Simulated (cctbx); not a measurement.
# A disordered crystal of nominal LaMo3S9

Cell a = 15.9590 Å, b = 9.6600 Å, c = 8.3530 Å, α = 90.00°, β = 94.64°, γ = 90.00°; space group C2/m (no. 12); nominal formula LaMo3S9.

Simulated single-crystal data (cctbx): Mo Kα, λ = 0.71073 Å, to d = 0.6 Å, 50 % of the full sphere, strongest reflection 20000 counts, noise from counting, a 6 % proportional error and a noise floor of 4 counts (s.d.); no absorption.

With every site full:

```text
Rint 0.041, 2981 unique reflections to 0.60 A
cycle     R1     wR2    GooF  max shift (A)
   1  0.1776  0.3821   5.982   0.00166
   2  0.0246  0.0630   0.986   0.00000
final R1 0.0246 wR2 0.0630 GooF 0.986  parameters 66  data/parameter 45.2
atom        x        y        z      Ueq    occ   su(xyz)  su(Uiso or U11)
La1    0.27050  0.00000  0.94768   0.0064  1.000  0.00002  0.0001
Mo2    0.25000  0.25000  0.50000   0.0054  1.000  0.00000  0.0001
Mo3    0.46343  0.74901  0.24039   0.0081  1.000  0.00002  0.0001
S1     0.07466  0.00000  0.80853   0.0079  1.000  0.00009  0.0002
S2     0.27230  0.00000  0.58575   0.0098  1.000  0.00009  0.0003
S3     0.29118  0.79209  0.21750   0.0107  1.000  0.00007  0.0002
S4     0.40877  0.21589  0.92840   0.0094  1.000  0.00006  0.0002
S5     0.40652  0.28639  0.54552   0.0094  1.000  0.00006  0.0002
S6     0.45853  0.00000  0.28018   0.0132  1.000  0.00010  0.0003
difference map: max 1.43 min -1.23 rms 0.26
Q1    0.2267  0.2568  0.4864    8    1.48  0.39 A from Mo2
Q2    0.1589  0.0000  0.3412    4    1.11  2.53 A from S5
Q3    0.2452  0.3182  0.6327    8    1.08  1.30 A from Mo2
Q4    0.2426  0.1354  0.8398    8    1.07  1.63 A from La1
Q5    0.1242  0.5000  0.5322    4    1.07  1.99 A from S2
Q6    0.1558  0.0000  0.0580    4    1.06  2.11 A from La1
```

With the occupancies of the suspect sites free, each still typed as its main element:

```text
Rint 0.041, 2981 unique reflections to 0.60 A
cycle     R1     wR2    GooF  max shift (A)
   1  0.0862  0.2184   3.421   0.00011
   9  0.0239  0.0607   0.951   0.00001
final R1 0.0239 wR2 0.0607 GooF 0.951  parameters 68  data/parameter 43.8
atom        x        y        z      Ueq    occ   su(xyz)  su(Uiso or U11)
La1    0.27050  0.00000  0.94768   0.0061  0.985  0.00002  0.0001
Mo2    0.25000  0.25000  0.50000   0.0060  1.014  0.00000  0.0001
Mo3    0.46342  0.74901  0.24039   0.0083  1.000  0.00002  0.0001
S1     0.07467  0.00000  0.80855   0.0081  1.000  0.00008  0.0002
S2     0.27230  0.00000  0.58573   0.0099  1.000  0.00009  0.0003
S3     0.29119  0.79208  0.21749   0.0108  1.000  0.00007  0.0002
S4     0.40876  0.21589  0.92840   0.0096  1.000  0.00006  0.0002
S5     0.40654  0.28640  0.54551   0.0096  1.000  0.00006  0.0002
S6     0.45853  0.00000  0.28018   0.0134  1.000  0.00010  0.0003
su of occupancy La1: 0.002
su of occupancy Mo2: 0.002
difference map: max 1.07 min -1.00 rms 0.25
Q1    0.1594  0.0000  0.3410    4    1.10  2.53 A from S5
Q2    0.1225  0.5000  0.5315    4    1.08  2.01 A from S2
Q3    0.2451  0.3189  0.6344    8    1.06  1.31 A from Mo2
Q4    0.2419  0.1361  0.8392    8    1.03  1.64 A from La1
Q5    0.1562  0.0000  0.0588    4    1.00  2.11 A from La1
Q6    0.0000  0.5000  0.5000    2    0.99  1.90 A from S6
```

**Question.** What is the disorder?

X-rays count electrons. La1 refines to 0.985(0.002), or 56.1 electrons; the site truly holds 0.95 La and 0.05 Mo, 56.2 electrons, which is 0.987 of La; Mo2 refines to 1.014(0.002), or 42.6 electrons; the site truly holds 0.95 Mo and 0.05 La, 42.8 electrons, which is 1.018 of Mo. A value under 1 can't tell vacancies from a lighter guest, and one over 1 needs a heavier guest; chemistry or a second radiation must settle which. Occupancy correlates with U and the scale, and the two elements' form factors differ in shape, so the match is approximate.

Freeing them takes R1 from 0.0246 to 0.0239 and GooF from 0.99 to 0.95.

The model was made for the exercise: a known structure type with other elements put in, its volume estimated, not relaxed; displacement parameters are assumed.

[Middle refinement cycles are left out of these outputs.]

[Logs are printed without paths, hosts, clocks, repeated set-up lines and the standing remarks that a program may print on its own settings, such as how far it seeks lower states.]
